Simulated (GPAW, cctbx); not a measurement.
## How far are the atoms of Zr3Cr3Sb2Pt from free atoms?

Question: by how much does bonding change the X-ray structure factors of Zr3Cr3Sb2Pt, how firmly does DFT give the change, and what does a routine refinement make of it?

The start was made by putting kin elements into a known structure type; the compound need not exist, or be stable, in this form. All numbers below are calculated.

### 1. Relax the structure

The density hangs on the geometry, so cell and atoms are relaxed first, with the symmetry held. The cutoff is set higher than for the density because stress converges slowly with plane waves.

Settings: GPAW 26.7.0, PBE, 570 eV, 5×3×3 k-points (along the axes of the calculation cell), Fermi–Dirac width 0.1 eV, spin-polarised, BFGS to 0.03 eV/Å.

```text
cell
1.0
     0.000000000    0.000000000    3.567000000
     7.332000000    0.000000000    0.000000000
    -3.666000000    6.349698261    0.000000000
Pt Sb Zr Cr
1 2 3 3
Direct
0.500000000 0.000000000 0.000000000
0.000000000 0.666666667 0.333333333
0.000000000 0.333333333 0.666666667
0.000000000 0.244700000 0.000000000
0.000000000 0.755300000 0.755300000
0.000000000 0.000000000 0.244700000
0.500000000 0.000000000 0.599300000
0.500000000 0.400700000 0.400700000
0.500000000 0.599300000 0.000000000
```

```console
$ OMP_NUM_THREADS=1 mpirun -n 4 gpaw python run.py > gpaw.log
```

```text
BFGS:    0      -65.467074        2.851423
BFGS:    1      -65.878181        1.781356
BFGS:    2      -66.373695        1.302103
BFGS:    3      -66.473923        1.094814
...
BFGS:   18      -66.972952        0.140760
BFGS:   19      -66.976724        0.041794
BFGS:   20      -66.976918        0.007733
cell  3.3787 7.8399 7.8399  120.00 90.00 90.00
volume 179.846 A^3, largest force 0.007 eV/A, largest stress 0.05 GPa
```

After 20 steps the volume has changed by +8.3 % and the energy by -1.510 eV; the largest stress left is 0.05 GPa. It took 20 min on 4 cores of Arm Neoverse V2 (shared host), peak memory 2.1 GiB.

Relaxed structure: P-62m (no. 189), a = 7.8399 Å, b = 7.8399 Å, c = 3.3787 Å, α = 90.00°, β = 90.00°, γ = 120.00°.

| atom | mult. | x | y | z |
| --- | --- | --- | --- | --- |
| Pt1 | 1 | 0 | 0 | 1/2 |
| Sb1 | 2 | 2/3 | 1/3 | 0 |
| Zr1 | 3 | 0.2683 | 0 | 0 |
| Cr1 | 3 | 0 | 0.6202 | 1/2 |

### 2. The all-electron density

X-rays see the whole electron density, so the PAW density is rebuilt with its core regions. Subtracting spherical free atoms from the same code cancels the cores and leaves the deformation density Δρ, the part due to bonding.

Settings: PBE, 450 eV, 7×4×4 k-points (along the axes of the calculation cell), Fermi–Dirac width 0.1 eV, spin-polarised; primitive cell of 9 atoms.

```console
$ OMP_NUM_THREADS=1 mpirun -n 4 gpaw python run.py > gpaw.log
```

```text
|iter:   1|       0s |  -72.986049 | +0.35 |       |  +8.9730|
|iter:   2|       4s |  -67.896203 | -0.69 | -0.84 |  +8.9483|
|iter:   3|       8s |  -66.812486 | -1.18 | -1.03 |  +8.9517|
...
|iter:  20|      77s |  -66.683715c| -7.06 | -5.61c|  +9.5858|
|iter:  21|      81s |  -66.683714c| -7.35 | -5.61c|  +9.5858|
|iter:  22|      84s |  -66.683714c| -7.55c| -5.73c|  +9.5857|
```

```text
grid (36, 80, 80)  electrons 372.000  moved by bonding 2.049 e
deformation density beyond 0.5 A of the nuclei: max 0.081, min -0.278 e/A^3
atom        x       y       z   Voronoi charge  moment
Pt1    0.5000  0.0000  0.0000     -0.118       0.04
Sb2    0.0000  0.6667  0.3333     -0.053      -0.05
Sb3    0.0000  0.3333  0.6667     -0.053      -0.05
Zr4    0.0000  0.2683  0.0000      0.022      -0.15
Zr5    0.0000  0.7317  0.7317      0.022      -0.15
Zr6    0.0000  0.0000  0.2683      0.022      -0.15
Cr7    0.5000  0.0000  0.6202      0.053       3.04
Cr8    0.5000  0.3798  0.3798      0.053       3.04
Cr9    0.5000  0.6202  0.0000      0.053       3.04
mean inner potential of superposed free atoms 23.613 V
total magnetic moment 9.586 muB
```

Deformation density in a plane through the shortest contact of the Pt atom at the origin, in 0.01 e/Å³ (clipped at ±99); x from -1.6 to 4.3 Å, y from 2.4 down to -2.4 Å:

```text
-21   1   6   1  -4   .   .   3   0   0   2   2   0  -5  -5  -6
 -8   1   3  -1  -5  -2  -6  -5  -3   0   2   3   2   0  -2  -2
  1   3   3   2   2   4   1  -1  -1   0   1   2   2   1   1   1
  3   3   3   3   5   8   7   4   1  -1  -2   0   0   0   0   1
  2   3   1  -4  -4   0   5   7   3  -3  -3   4  -1  -3  -1   1
  2   3  -3 -25   . -26  -3   7   5  -2  -9   .  -5  -3  -1   1
  3   2  -7   .   .   .  -6   7   5   0   .   .   .   3   0   2
  4   2  -8 -13   . -26  -3   5   2  -4  -5   .  -6  -1   0   2
  2   4  -1  -7  -6  -4   0   3   1  -2   0   0  -4  -3  -1   1
 -3   3   4   2   2   3   3   3   3   4   6   6   2   0   0   0
 -7   1   3   3   2   2   3   3   2   2   5   7   7   4   0  -3
 -5   1   2   2   1   1   3   1  -6 -17 -14  -2   6   6  -1  -6
 -3   1   2   2   1   2   3  -1 -17   .   . -19   4   7   1  -7
```

Atoms in or within 0.15 Å of the plane: Pt (0.0, 0.0), Zr (2.7, 0.0) Å. Dots mark points within about 0.45 Å of a nucleus; large values next to them are atomic features.

Pt gains most (-0.12 e) and Cr loses most (+0.05 e); Pt is the most electronegative element, but the order of the others doesn't follow electronegativity. Such charges fall far short of formal ones, since overlapping free atoms already put density on their neighbours. Along the shortest contact from the Pt atom at the map's origin, Pt–Zr at 2.70 Å, Δρ is +0.07 e/Å³ at the midpoint: little piles up between the atoms, as is usual in a metallic crystal, which this run finds. At the midpoints of other shortest contacts it is +0.03 (Sb–Zr, 2.90 Å), +0.04 (Pt–Cr, 2.98 Å), +0.02 (Sb–Cr, 2.98 Å) and +0.01 (Zr–Cr, 3.14 Å) e/Å³. Point values carry grid noise of about 0.01 e/Å³. The cell's moment is 9.59 μB; the largest inside an atomic sphere is 3.04 μB. The run needed 22 iterations, 99 s.

### 3. From the density to structure factors

The Fourier components of Δρ, added to those of the free atoms, give the static X-ray structure factors; the Mott–Bethe relation turns them into the Fourier components V of the potential that fast electrons feel.

```text
static structure factors of the conventional cell: F in electrons, V (Mott-Bethe) in volts
   h  k  l      d  |F| table  |F| free   |F| DFT   change   |V| free  |V| DFT  change %
   1  0  0  6.7896    45.750    45.737    45.870    0.133     1.338    1.181    -11.7
   1  1  0  3.9199    96.221    96.328    96.363    0.034     2.812    2.780     -1.2
   2  0  0  3.3948    16.763    16.556    16.330   -0.226     0.170    0.103    -39.1
   0  0  1  3.3787    59.100    59.557    59.924    0.366     3.620    3.513     -2.9
   1  0  1  3.0249    77.896    77.910    77.956    0.046     2.176    2.166     -0.5
   2  1  0  2.5662    73.859    73.698    73.341   -0.357     3.534    3.591      1.6
   1  1  1  2.5592   113.657   113.334   112.704   -0.630     5.462    5.564      1.9
   2  0  1  2.3948   155.455   155.273   154.773   -0.500     5.625    5.698      1.3
   3  0  0  2.2632   235.115   234.791   233.717   -1.075     8.751    8.891      1.6
   2  1  1  2.0436   126.850   126.791   126.470   -0.322     3.952    3.985      0.9
   2  2  0  1.9600    92.942    92.973    92.694   -0.279     2.402    2.429      1.1
   3  1  0  1.8831    52.974    52.890    52.684   -0.207     1.685    1.709      1.4
   3  0  1  1.8803    24.534    24.701    25.123    0.422     1.045    1.007     -3.6
   4  0  0  1.6974    84.628    84.607    84.677    0.071     2.233    2.228     -0.2
```

The largest X-ray change is -1.07 e on 300, 0.5 % of |F|. For electrons V goes as (Z − F)/g², so a change of F counts against Z − F, which is small at low angle and wherever the atoms' terms cancel: |V| of 200 moves by -39.1 % (0.17 to 0.10 V) against -1.4 % in |F|. The last three rows still change by up to 0.42 e; the table stops while the angles are still low. The tabulated Hartree–Fock atoms differ from the free DFT atoms by up to 0.46 e, so the choice of reference atom matters too.

### 4. The functional ladder

The same geometry is run with other functionals, to see whether the bonding signal is larger than the spread between approximations. Free atoms are LDA for LDA and PBE otherwise; meta-GGAs and hybrids keep PBE cores. Any other changed setting is in the row's label.

| run | ΔF 300 (e) | ΔF 111 (e) | ΔF 201 (e) | q(Pt) (e) | moved (e) | time |
| --- | --- | --- | --- | --- | --- | --- |
| PBE | -1.075 | -0.630 | -0.500 | -0.118 | 2.049 | 99 s |
| LDA | -1.073 | -0.619 | -0.495 | -0.121 | 2.007 | 2.5 min |
| SCAN | -1.035 | -0.636 | -0.502 | -0.217 | 2.135 | 5 min |

At the base's settings ΔF(300) spans -1.075 to -1.035 e, a spread of 4 % of the PBE value; over the three listed reflections the spread is at most 4 %, so sign and size hold across the functionals. Times are from shared hosts.

### 5. Refining ordinary atoms against data with bonding

Routine crystallography fits spherical atoms. To see the bias, intensities are simulated from tabulated atoms plus the DFT change ΔF, so that bonding alone can misfit (11746 reflections of the full sphere, merged to the counts below, to 0.4 Å, 0.5 % proportional noise plus counting noise, assumed isotropic U as listed, Δρ smeared by the mean U) and refined with cctbx over different ranges.

```csv
range,data,R1,GooF,U Pt1 (true 0.0023),U Sb1 (true 0.0027),U Zr1 (true 0.0029),U Cr1 (true 0.0035),largest shift (Å),"Δρ max, min (e/Å³)"
all data,1137,0.0038,0.94,0.0023,0.0027,0.0029,0.0035,0.0003,"0.60, -0.39"
"low resolution, d > 0.84",145,0.0026,1.02,0.0022,0.0026,0.0028,0.0034,0.0009,"0.12, -0.18"
"high order, d < 0.75",940,0.0041,0.92,0.0023,0.0027,0.0029,0.0035,0.0002,"0.49, -0.30"
"occupancies free, d > 0.7",236,0.0027,0.97,0.0023,0.0026,0.0029,0.0032,0.0005,"0.19, -0.18"
```

With all data GooF is 0.94, so at this noise the bonding hardly shows; the top residual peak lies 1.00 Å from Cr and 2.44 Å from Zr. No U is off by more than 3 s.u. at low resolution. With Pt1 held at 1 and the scale free, the other occupancies refine to Sb1 1.001(0.001), Zr1 1.002(0.001) and Cr1 0.996(0.002), within three s.u. of full.

### 6. Answer

Bonding moves 2.05 e in the primitive cell of Zr3Cr3Sb2Pt and changes the structure factors of the conventional cell in the table above by at most 1.07 e (300, 0.5 %), and among reflections above 2 % of the strongest by up to 1.7 % (301). The shortest bond, Pt–Zr, has Δρ = +0.07 e/Å³ at its midpoint, with no localised bond charge. At the base's settings ΔF(300) spans -1.075 to -1.035 e, a spread of 4 % of the PBE value; over the three listed reflections the spread is at most 4 %, so sign and size hold across the functionals. With all data GooF is 0.94, so at this noise the bonding hardly shows. Limits: static density, frozen cores, no spin–orbit coupling; a ferromagnetic start is the only order tried, and the real ground state may be antiferromagnetic or insulating.

[Outputs are excerpts: Python notices, other lines and further rows are left out; steps that failed or that the build refused (PBEsol, TPSS) are not shown.]

[Logs are printed without paths, hosts, clocks, repeated set-up lines and the standing remarks that a program may print on its own settings, such as how far it seeks lower states.]
